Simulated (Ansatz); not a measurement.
Consider AgO2 (1T sheet).

The cell holds 3 atoms: 1 Ag and 2 O. Cell: a = 3.289 Å, b = 3.289 Å, c = 28.864 Å, α = 90.0°, β = 90.0°, γ = 120.0°. Vacuum lies along c.

```xyz
3
Lattice="0.0000 -2.3260 2.3260 2.3260 0.0000 -2.3260 16.6644 16.6644 16.6644" Properties=species:S:1:pos:R:3
Ag    5.3497    5.3497    5.3497
O     7.4188    5.0928    5.0928
O     5.6065    3.2805    5.6065
```

The structure was relaxed with PBE. The structure was generated from a model, not taken from a measurement. The runs that relaxed it are not among those shown. The program's search for lower electronic states was switched off, so nothing shows that the state found is the lowest. PAW set soft_2, made with PBE.

A constrained-RPA run (Ansatz 0.2.0; non-magnetic PBE; Ag d + anion p, bands v10 to c1, 6×6×1 mesh, medium accuracy) builds 11 functions on bands 8.1 eV wide, with 19.0 electrons in the window. The bare on-site interaction is 19.8 eV and the bare J 0.77 eV.

What U and J survive the screening?

On the Ag d shell, U = 11.03 eV (56 % of the bare value), U′ = 9.81 eV, J = 0.61 eV.

The parent state is non-magnetic and the interaction static (zero frequency); U depends on the window and the orbitals, so it belongs to this model alone. A window that holds the anion p bands defines a model with explicit ligands; its U belongs to that model and is not the U of DFT+U.

[Paths, hosts, dates, memory and timing lines, banners, echoed tables and standing remarks are left out of the program output.]

[Logs are printed without paths, hosts, clocks, repeated set-up lines and the standing remarks that a program may print on its own settings, such as how far it seeks lower states.]

[Runs of the session that timed out or met a known fault of the program may be left out.]

[Hosts, paths, dates, database ids (printed as entryN), source tags and the programs' standing remarks are cut or masked in the printed files.]
